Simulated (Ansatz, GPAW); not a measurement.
## A 7-layer slab of Y(0001): work function by functional and basis

Wanted: work functions and dipole of a 7-layer slab of Y(0001), with the cost of each level.

Program: GPAW 26.7.0 and Ansatz 0.2.0. Level of theory: Ansatz plane waves; slab in vacuum with a dipole correction, relaxation, in the first sound run; inputs show where later runs differ. Results are calculated unless marked as measured.

### 1. Set-up

The cell holds 7 atoms: 7 Y. Cell: a = 3.650 Å, b = 3.650 Å, c = 35.202 Å, α = 90.0°, β = 90.0°, γ = 60.0°. Vacuum lies along c.

Structure file:

```cif
data_structure
_symmetry_space_group_name_H-M 'P 1'
_symmetry_Int_Tables_number 1
_cell_length_a 3.6500
_cell_length_b 3.6500
_cell_length_c 35.2024
_cell_angle_alpha 90.000
_cell_angle_beta 90.000
_cell_angle_gamma 60.000
_cell_volume 406.15
loop_
_atom_site_label
_atom_site_type_symbol
_atom_site_fract_x
_atom_site_fract_y
_atom_site_fract_z
_atom_site_occupancy
Y1 Y 0.00000 0.00000 0.25566 1
Y2 Y 0.66667 0.66667 0.33711 1
Y3 Y 0.00000 0.00000 0.41855 1
Y4 Y 0.66667 0.66667 0.50000 1
Y5 Y 0.00000 0.00000 0.58145 1
Y6 Y 0.66667 0.66667 0.66289 1
Y7 Y 0.00000 0.00000 0.74434 1
```

### 2. Relaxing the atoms

The atoms are relaxed first, since the surface dipole, and with it the work function, follows the positions of the outer layers. The lowest 3 atoms are held at bulk positions and keep their forces.

File input.yaml:

```yaml
crystal:
  lattice:
    - [3.65, 0.0, 0.0]
    - [1.825, 3.1609927238, 0.0]
    - [0.0, 0.0, 35.20245]
  atoms:
    - { symbol: "Y", position: [0.0, 0.0, 0.2556640234] }
    - { symbol: "Y", position: [0.6666666667, 0.6666666667, 0.3371093489] }
    - { symbol: "Y", position: [0.0, 0.0, 0.4185546745] }
    - { symbol: "Y", position: [0.6666666667, 0.6666666667, 0.5] }
    - { symbol: "Y", position: [0.0, 0.0, 0.5814453255] }
    - { symbol: "Y", position: [0.6666666667, 0.6666666667, 0.6628906511] }
    - { symbol: "Y", position: [0.0, 0.0, 0.7443359766] }
kpoints:
  mp_grid: { grid: [10, 10, 1] }
hamiltonian:
  xc: pbe
scf:
  occupations: { method: fermi_dirac, width: 0.1 }
efield:
  axis: 3
  dipole_correction: true
  ramp_width: 0.05
relax:
  f_tol: 0.02
  max_steps: 60
  constraints: [{ sites: [0, 1, 2] }]
output:
  write_potential: true
  write_density: true
  volumetric_format: npy
```

The run is started by

```console
$ ansatz run input.yaml --threads 4 --pin off --max-ram 8192MiB --backend cpu --events-out ev --progress --plain --runs-dir out
```

Numbers of over 12 decimals in the logs are rounded to 6 here.

Output:

```text
Engine: ansatz 0.2.0, x86_64-unknown-linux-gnu
Pseudopotentials: kind: paw
Pseudopotential: Y, paw, valence charge 11, recommended cutoff 420 eV (normal), Y.paw.azcp
Functional definition: PBE
  parameter kappa = 0.804
  parameter beta = 0.066725
  exchange = pbe_x(kappa = kappa, mu = beta*pi^2/3)
  correlation = pbe_c(beta = beta)
Crystal: 7 atoms, lattice volume = 406.153 Å³
Basis set: ecut = 420 eV, 7797 PW (Γ), exchange–correlation on 50×50×480 points (8 copies of the dense FFT grid, shifted against one another)
Bands: 47, of which v1, the nominal top of the filled ones, is band 39 counted from 1 (38 counted from 0)
Symmetry: 6 space group operations
k-points: 14 of 100 (time reversal used)
Non-local potential: Y, projectors of the file, l = 0: 3, l = 1: 2, l = 2: 2, l = 3: 1
PAW form: soft (Blöchl's): semilocal exchange-correlation on the pseudo side does not see the compensation charge
PAW one-centre angular grid: Y, 590 points (default); XC on 64 Gauss nodes
Initial density: superposition of atomic densities (neutral atoms: chi_scale 0, normalization atom), corrected by the library's trained network
Initial wavefunctions: pseudopotential atomic-orbital guess
Functional: x = pbe(κ = 0.804, μ = 0.219515), c = pbe(β = 0.066725)
SCF iter   1: F=—  HF=-26939.477516 eV  |F-HF|=—  |Δ(HF+E_count)|=         —  Δρ=2.61e-3  dr2=7.58e-1  ethr=1.77e-3  p=0.000 e·Å  D=2.01e-13 V/Å  ΔV_dip=-0.00 eV  dr2_dipole=1.49e-4  V_vac-E_F(+/−)=2.98/2.98 eV  ⟨swp⟩=8.1  Hψ=6304  notcnv=0
efield: sawtooth ramp at fractional position 0.9750 (placed from the atoms, in the widest stretch of the axis that holds none; the zero of the levels goes with the place), width 0.0500; the density the first Hamiltonian is built on has a dipole p = 0.000 e·Å; the dipole correction subtracts the counter field D = 2.01e-13 V/Å, which shifts the + side's vacuum level by -0.00 eV against the − side's; the planar-averaged density in the ramp window peaks in size at 3.3e-5 e/Å³
automatic band count: the SCF goes on with 55 bands, as 47 were too few: the levels above may hold too much charge
preconditioner: auto → LDOS  [metal: Δε(μ)=0.018 eV  Ē_g=2.590 eV  σ=0.100 eV  W_gap=0.04  n_scr=64 (ndim 8)  ℏωp=8.4 eV  f_vac=0.379  D(μ)=15.73/eV (n_scr^D=142)  β→1.0]
SCF iter   2: F=—  HF=-26939.467265 eV  |F-HF|=—  |Δ(HF+E_count)|=   1.03e-2  Δρ=9.08e-4  dr2=1.69e-2  ethr=9.85e-4  p=0.000 e·Å  D=2.33e-5 V/Å  ΔV_dip=-0.00 eV  dr2_dipole=8.03e-5  V_vac-E_F(+/−)=3.25/3.25 eV  ⟨swp⟩=1.9  Hψ=912  notcnv=0
SCF iter   3: F=—  HF=-26939.466997 eV  |F-HF|=—  |Δ(HF+E_count)|=   2.68e-4  Δρ=5.28e-4  dr2=7.60e-3  ethr=2.20e-5  p=-0.000 e·Å  D=-1.28e-5 V/Å  ΔV_dip=0.00 eV  dr2_dipole=3.09e-7  V_vac-E_F(+/−)=3.30/3.30 eV  ⟨swp⟩=2.0  Hψ=1212  notcnv=0
SCF iter   4: F=—  HF=-26939.466607 eV  |F-HF|=—  |Δ(HF+E_count)|=   3.89e-4  Δρ=1.30e-4  dr2=2.02e-4  ethr=9.88e-6  p=-0.000 e·Å  D=-1.05e-5 V/Å  ΔV_dip=0.00 eV  dr2_dipole=5.67e-9  V_vac-E_F(+/−)=3.33/3.33 eV  ⟨swp⟩=2.0  Hψ=879  notcnv=0
SCF iter   5: F=—  HF=-26939.466626 eV  |F-HF|=—  |Δ(HF+E_count)|=   1.93e-5  Δρ=4.00e-5  dr2=3.32e-5  ethr=2.63e-7  p=-0.000 e·Å  D=-5.11e-6 V/Å  ΔV_dip=0.00 eV  dr2_dipole=9.19e-9  V_vac-E_F(+/−)=3.36/3.36 eV  ⟨swp⟩=2.1  Hψ=1213  notcnv=0
SCF iter   6: F=—  HF=-26939.466631 eV  |F-HF|=—  |Δ(HF+E_count)|=   4.44e-6  Δρ=2.42e-5  dr2=2.01e-5  ethr=1.30e-8  p=-0.000 e·Å  D=-2.72e-6 V/Å  ΔV_dip=0.00 eV  dr2_dipole=1.56e-8  V_vac-E_F(+/−)=3.37/3.37 eV  ⟨swp⟩=11.3  Hψ=5910  notcnv=0
SCF iter   7: F=-26939.466630 eV  HF=-26939.466631 eV  |F-HF|=8.23e-7  |Δ(HF+E_count)|=   3.19e-7  Δρ=7.80e-6  dr2=1.23e-6  ethr=1.30e-8  p=-0.000 e·Å  D=-8.95e-7 V/Å  ΔV_dip=0.00 eV  dr2_dipole=5.36e-9  V_vac-E_F(+/−)=3.37/3.37 eV  ⟨swp⟩=9.3  Hψ=5407  notcnv=0
SCF 1 converged in 7 iterations: F = -26939.466630 eV  dr2 = 1.23e-6
  greatest PAW one-centre occupation: 0.994 electrons in one spin orbital (limit 2), on the Y atom at site 4 (counted from 0), in its partial waves of l = 0
relax step   1: F+E_penalty+E_count = -26939.46662972 eV  Δ(F+E_penalty+E_count) = +0.000e0 eV  max|allowed force component| = 1.761e-1 eV/Å  Δτ_max = 0.0000 Å  (7 SCF iters, dr2 threshold 1.00e-5 eV, accepted)
Bands: 55, of which v1, the nominal top of the filled ones, is band 39 counted from 1 (38 counted from 0)
Initial density: handed on by an earlier stage of this run
Initial wavefunctions: those handed on with the density
iter 1 solved again at ethr=5.05e-4 eV; its pass at ethr=3.10e-3 eV (dr2=3.89e-1 eV) is discarded
SCF iter   1: F=—  HF=-26939.492898 eV  |F-HF|=—  |Δ(HF+E_count)|=         —  Δρ=2.42e-3  dr2=4.78e-1  ethr=5.05e-4  p=-0.000 e·Å  D=-9.67e-7 V/Å  ΔV_dip=0.00 eV  dr2_dipole=7.02e-2  V_vac-E_F(+/−)=3.38/3.38 eV  ⟨swp⟩=1.1  Hψ=2349  notcnv=0
efield: sawtooth ramp at fractional position 0.9750 (handed on by an earlier solve), width 0.0500; the density the first Hamiltonian is built on has a dipole p = -0.000 e·Å; the dipole correction subtracts the counter field D = -9.67e-7 V/Å, which shifts the + side's vacuum level by +0.00 eV against the − side's; the planar-averaged density in the ramp window peaks in size at 5.9e-7 e/Å³
eigensolver tolerance schedule calibrated: the retry pair's looser diagonalisation under-reported the residual by θ = 0.19 (0.24/decade); ethr = c·dr2/N_el runs at the constant in force after the calibration composes with the one it found (an armed cap, an earlier calibration), c = 1.8e-2
preconditioner: auto → LDOS  [metal: Δε(μ)=0.024 eV  Ē_g=2.616 eV  σ=0.100 eV  W_gap=0.06  n_scr=64 (ndim 8)  ℏωp=8.4 eV  f_vac=0.385  D(μ)=14.55/eV (n_scr^D=130)  β→1.0]
SCF iter   2: F=—  HF=-26939.477984 eV  |F-HF|=—  |Δ(HF+E_count)|=   1.49e-2  Δρ=1.12e-3  dr2=2.65e-2  ethr=1.10e-4  p=0.006 e·Å  D=2.47e-3 V/Å  ΔV_dip=-0.09 eV  dr2_dipole=1.20e-3  V_vac-E_F(+/−)=3.28/3.37 eV  ⟨swp⟩=2.1  Hψ=1300  notcnv=0
SCF iter   3: F=—  HF=-26939.475972 eV  |F-HF|=—  |Δ(HF+E_count)|=   2.01e-3  Δρ=4.52e-4  dr2=6.06e-3  ethr=6.11e-6  p=0.003 e·Å  D=1.14e-3 V/Å  ΔV_dip=-0.04 eV  dr2_dipole=5.10e-4  V_vac-E_F(+/−)=3.33/3.37 eV  ⟨swp⟩=2.2  Hψ=1366  notcnv=0
SCF iter   4: F=—  HF=-26939.475771 eV  |F-HF|=—  |Δ(HF+E_count)|=   2.01e-4  Δρ=1.52e-4  dr2=6.18e-4  ethr=1.40e-6  p=0.002 e·Å  D=1.03e-3 V/Å  ΔV_dip=-0.04 eV  dr2_dipole=1.72e-4  V_vac-E_F(+/−)=3.33/3.37 eV  ⟨swp⟩=2.0  Hψ=1208  notcnv=0
SCF iter   5: F=—  HF=-26939.475769 eV  |F-HF|=—  |Δ(HF+E_count)|=   2.43e-6  Δρ=4.76e-5  dr2=2.82e-5  ethr=1.42e-7  p=0.002 e·Å  D=7.96e-4 V/Å  ΔV_dip=-0.03 eV  dr2_dipole=4.42e-7  V_vac-E_F(+/−)=3.34/3.37 eV  ⟨swp⟩=2.0  Hψ=1212  notcnv=0
SCF iter   6: F=—  HF=-26939.475769 eV  |F-HF|=—  |Δ(HF+E_count)|=   5.08e-7  Δρ=1.55e-5  dr2=3.62e-6  ethr=6.50e-9  p=0.001 e·Å  D=6.14e-4 V/Å  ΔV_dip=-0.02 eV  dr2_dipole=1.94e-7  V_vac-E_F(+/−)=3.35/3.37 eV  ⟨swp⟩=2.2  Hψ=1248  notcnv=0
SCF iter   7: F=-26939.475768 eV  HF=-26939.475770 eV  |F-HF|=1.56e-6  |Δ(HF+E_count)|=   2.74e-7  Δρ=8.36e-6  dr2=1.58e-6  ethr=4.47e-10  p=0.001 e·Å  D=5.06e-4 V/Å  ΔV_dip=-0.02 eV  dr2_dipole=3.24e-7  V_vac-E_F(+/−)=3.35/3.37 eV  ⟨swp⟩=10.7  Hψ=5252  notcnv=0
SCF 2 converged in 7 iterations: F = -26939.475768 eV  dr2 = 1.58e-6
  greatest PAW one-centre occupation: 0.994 electrons in one spin orbital (limit 2), on the Y atom at site 6 (counted from 0), in its partial waves of l = 0
relax step   2: F+E_penalty+E_count = -26939.47576810 eV  Δ(F+E_penalty+E_count) = -9.138e-3 eV  max|allowed force component| = 4.089e-3 eV/Å  Δτ_max = 0.1108 Å  (7 SCF iters, dr2 threshold 1.94e-6 eV, accepted)
iter 1 solved again at ethr=2.06e-9 eV; its pass at ethr=3.10e-3 eV (dr2=1.59e-6 eV) is discarded
SCF iter   1: F=—  HF=-26939.475773 eV  |F-HF|=—  |Δ(HF+E_count)|=         —  Δρ=8.34e-6  dr2=1.59e-6  ethr=2.06e-9  p=0.001 e·Å  D=5.06e-4 V/Å  ΔV_dip=-0.02 eV  dr2_dipole=3.37e-7  V_vac-E_F(+/−)=3.35/3.37 eV  ⟨swp⟩=1.0  Hψ=1904  notcnv=0
efield: sawtooth ramp at fractional position 0.9750 (handed on by an earlier solve), width 0.0500; the density the first Hamiltonian is built on has a dipole p = 0.001 e·Å; the dipole correction subtracts the counter field D = 5.06e-4 V/Å, which shifts the + side's vacuum level by -0.02 eV against the − side's; the planar-averaged density in the ramp window peaks in size at 5.1e-7 e/Å³
preconditioner: auto → LDOS  [metal: Δε(μ)=0.021 eV  Ē_g=2.610 eV  σ=0.100 eV  W_gap=0.05  n_scr=64 (ndim 8)  ℏωp=8.4 eV  f_vac=0.384  D(μ)=15.03/eV (n_scr^D=142)  β→1.0]
SCF iter   2: F=—  HF=-26939.475770 eV  |F-HF|=—  |Δ(HF+E_count)|=   3.55e-6  Δρ=6.59e-6  dr2=6.59e-7  ethr=2.06e-9  p=0.001 e·Å  D=4.76e-4 V/Å  ΔV_dip=-0.02 eV  dr2_dipole=3.16e-8  V_vac-E_F(+/−)=3.35/3.37 eV  ⟨swp⟩=2.2  Hψ=1203  notcnv=0
SCF iter   3: F=—  HF=-26939.475770 eV  |F-HF|=—  |Δ(HF+E_count)|=   6.07e-8  Δρ=1.76e-6  dr2=1.21e-7  ethr=8.55e-10  p=0.001 e·Å  D=4.70e-4 V/Å  ΔV_dip=-0.02 eV  dr2_dipole=2.56e-8  V_vac-E_F(+/−)=3.35/3.37 eV  ⟨swp⟩=2.0  Hψ=1104  notcnv=0
SCF iter   4: F=-26939.475770 eV  HF=-26939.475770 eV  |F-HF|=3.44e-8  |Δ(HF+E_count)|=   1.25e-8  Δρ=8.40e-7  dr2=2.83e-8  ethr=1.30e-10  p=0.001 e·Å  D=4.52e-4 V/Å  ΔV_dip=-0.02 eV  dr2_dipole=1.09e-8  V_vac-E_F(+/−)=3.35/3.37 eV  ⟨swp⟩=8.8  Hψ=4375  notcnv=0
SCF 3 converged in 4 iterations: F = -26939.475770 eV  dr2 = 2.83e-8
relax step   3: F+E_penalty+E_count = -26939.47576962 eV  Δ(F+E_penalty+E_count) = -1.522e-6 eV  max|allowed force component| = 4.192e-3 eV/Å  Δτ_max = 0.0000 Å  (4 SCF iters, accepted)
NSCF: frozen V_eff on 14 k-points
the band table was solved once a step of the walk had ended and its energy, with any forces and stress, was formed, with the checks that follow a solve (3695 applications of the Hamiltonian). They found nothing against the state; the energy, forces and stress were not computed again (output.eigenvalues in the input reference)
WARN: The output density's exchange-correlation potential varies sharply where the density is thin. Do not read a vacuum level from v_tot or v_xc, or from such a field of the output density. On a cell that repeats whose density bears no net charge and no dipole along the vacuum's axis use v_es (v_loc + v_h of the components); under efield.dipole_correction with no amplitude use v_es + v_field, which holds any externa [...]
SCF converged after 4 iterations
Free energy (F): -26939.475770 eV
Harris-Foulkes:  -26939.475770 eV  (|F-HF|=3.44e-8)
Internal energy: -26938.992702 eV  (E = F + TS)
E sigma→0 (E₀):  -26939.234236 eV
Entropy (-TS):   -0.483068 eV (-69.010 meV/atom)
Fermi energy:    3.937119 eV
Dipole field:    D = 0.000550 V/Å  (p = 0.001236 e·Å, saw-weighted, corrected)
Work function:   Φ+ = 3.3522 eV   Φ− = 3.3716 eV
Levels:          The Fermi level and band energies are counted from a zero that moves with the ramp; work functions are not
--- Per-component energies (eV) ---
  E_band       = -1274.298739
  E_kinetic    = 2128.344585
  E_local      = -56339.663783  (includes V_loc(G=0)·N_el)
  E_nonlocal   = 351.191492
  E_hartree    = 27172.486181
  E_xc         = -1207.935752
  E_vxc        = -1386.225896  (∫ρ·V_xc dr)
  E_paw        = -19777.484658  (= ΣΔE_a)
  E_vpaw       = -372.910991  (= ΣTr[D̂ρ^β])
  E_aug_tail   = 0.000023  (compensation charges beyond the density's cutoff)
  E_efield     = 0.000000  (sawtooth field / dipole correction)
  E_vefield    = 0.001055  (∫n·V_field dr)
  E_ewald      = 20734.069210
  E_smearing   = -0.483068  (= −TS)
  E_closure    = 0.000000  (closes the sum)
  Σ components = -26939.475770   (vs F -26939.475770, Δ=0.00e0)
--- Forces (eV/Å), atoms counted from 1 ---
  atom   1  Y     -0.00000000    -0.00000000     0.17559989
  atom   2  Y      0.00000000     0.00000000    -0.17824031
  atom   3  Y      0.00000000    -0.00000000     0.01222345
  atom   4  Y      0.00000000     0.00000000    -0.00177632
  atom   5  Y     -0.00000000    -0.00000000    -0.00031382
  atom   6  Y      0.00000000     0.00000000    -0.00419155
  atom   7  Y     -0.00000000    -0.00000000    -0.00332984
  max |Σ_I F_I| component: 2.85e-5 eV/Å
--- Band table (eV; the first three rows and the last of 14) ---
  k-point 0: bands = [... 35 lower, 4.1086, 4.1172, 4.6463, 4.7346, 4.8399, 5.2257, 5.4793, 5.4793, ... 12 higher]
  k-point 1: bands = [... 35 lower, 4.1133, 4.1316, 4.4507, 4.5268, 4.6972, 5.1277, 5.2176, 5.2214, ... 12 higher]
  k-point 2: bands = [... 35 lower, 3.9627, 3.9986, 4.1036, 4.1241, 4.4417, 4.6021, 4.6683, 4.7142, ... 12 higher]
  k-point 13: bands = [... 35 lower, 3.5241, 3.5407, 3.6840, 3.7050, 3.9394, 3.9512, 4.2711, 4.2937, ... 12 higher]
--- Relaxed structure (3 steps of the walk, 3 accepted, 0 SCFs on fresh bases) ---
  F+E_penalty+E_count = -26939.47576962 eV   max|allowed force component| = 4.192e-3 eV/Å
  atoms:
    - { symbol: Y, position: [0, 0, 0.2556640234] }
    - { symbol: Y, position: [0.666667, 0.666667, 0.3371093489] }
    - { symbol: Y, position: [0, 0, 0.4185546745] }
    - { symbol: Y, position: [0.666667, 0.666667, 0.499593] }
    - { symbol: Y, position: [0, 0, 0.580600] }
    - { symbol: Y, position: [0.666667, 0.666667, 0.662343] }
    - { symbol: Y, position: [0, 0, 0.741188] }
```

It took 30 s on 4 threads of Intel Xeon Platinum 8259CL at 2.50GHz (Skylake/Cascade Lake), shared host; peak memory 0.94 GiB.

Step by step:

| step | energy less that of the first step (eV) | largest force component (eV/Å) |
| --- | --- | --- |
| 1 | 0.0000 | 0.1761 |
| 2 | -0.0091 | 0.0041 |
| 3 | -0.0091 | 0.0042 |

The run keeps the 6 symmetry operations that it works with, so distortions that break them were not tested.

The atoms that moved most (Å):

| atom | dx | dy | dz | length |
| --- | --- | --- | --- | --- |
| Y7 | 0.000 | 0.000 | -0.111 | 0.111 |
| Y5 | 0.000 | 0.000 | -0.030 | 0.030 |
| Y6 | 0.000 | 0.000 | -0.019 | 0.019 |
| Y4 | 0.000 | 0.000 | -0.014 | 0.014 |

This step gave:

- free energy: -26939.4758 eV
- smearing term TS: 0.4831 eV
- symmetry operations: 6
- upper work function: 3.352 eV
- lower work function: 3.372 eV
- dipole along the normal: 0.001236 e·Å
- dipole field: 5.50e-4 V/Å
- vacuum level above: 7.289 eV
- vacuum level below: 7.309 eV

The electrostatic potential energy of an electron (with the applied field's), less the Fermi level, planar mean oscillates, so the rows of the table below give means over windows of 2.79 Å about each position, cut where the curve ends. Its maxima inside the range that stand out by 2 % of the span (Å: eV): 10.4: 0.929, 13.3: 0.737, 16.1: 0.737, 19.1: 0.717, 21.9: 0.773, 24.6: 0.576. Its minima: 8.9: -13.3, 11.9: -12.9, 14.7: -12.9, 17.6: -13.0, 20.4: -13.0, 23.3: -12.8, 26.1: -13.3.

The electrostatic potential energy of an electron (with the applied field's), less the Fermi level, planar mean by z; means over each step:

z (Å), electrostatic potential energy of an electron (with the applied field's), less the Fermi level, planar mean (eV) and a bar from the least value:
```
     1.40        3.4 ##############################
     4.19        3.4 ##############################
     6.98        1.3 #######################
     9.77       -5.6 #
    12.56       -5.5 #
    15.35       -5.6 #
    18.14       -5.6 #
    20.93       -5.7 
    23.72       -5.6 
    26.51       -5.8 
    29.30        3.1 #############################
    32.09        3.4 ##############################
    34.88        3.4 ##############################
```

The valence density, planar mean oscillates, so the rows of the table below give means over windows of 2.86 Å about each position, cut where the curve ends. Its maxima inside the range that stand out by 2 % of the span (Å: e/Å³): 8.9: 0.674, 11.9: 0.677, 14.7: 0.673, 17.6: 0.677, 20.4: 0.674, 23.3: 0.678, 26.1: 0.678. Its minima: 10.4: 0.102, 13.3: 0.0999, 16.1: 0.102, 19.1: 0.102, 21.9: 0.0985, 24.6: 0.110.

The valence density, planar mean by z; means over each step:

| z (Å) | valence density, planar mean (e/Å³) |
| --- | --- |
| 1.43 | 8.0e-7 |
| 4.29 | 2.6e-4 |
| 7.15 | 0.0751 |
| 10.01 | 0.333 |
| 12.87 | 0.333 |
| 15.73 | 0.334 |
| 18.59 | 0.336 |
| 21.45 | 0.329 |
| 24.31 | 0.351 |
| 27.17 | 0.242 |
| 30.03 | 0.00121 |
| 32.89 | 3.9e-6 |

The relaxation lowered the energy of the cell by 0.00914 eV.

(Part 1 of 3 ends here.)

[Logs are printed without paths, hosts, clocks, repeated set-up lines and the standing remarks that a program may print on its own settings, such as how far it seeks lower states.]

[Hosts, paths, dates, database ids (printed as entryN), source tags and the programs' standing remarks are cut or masked in the printed files.]
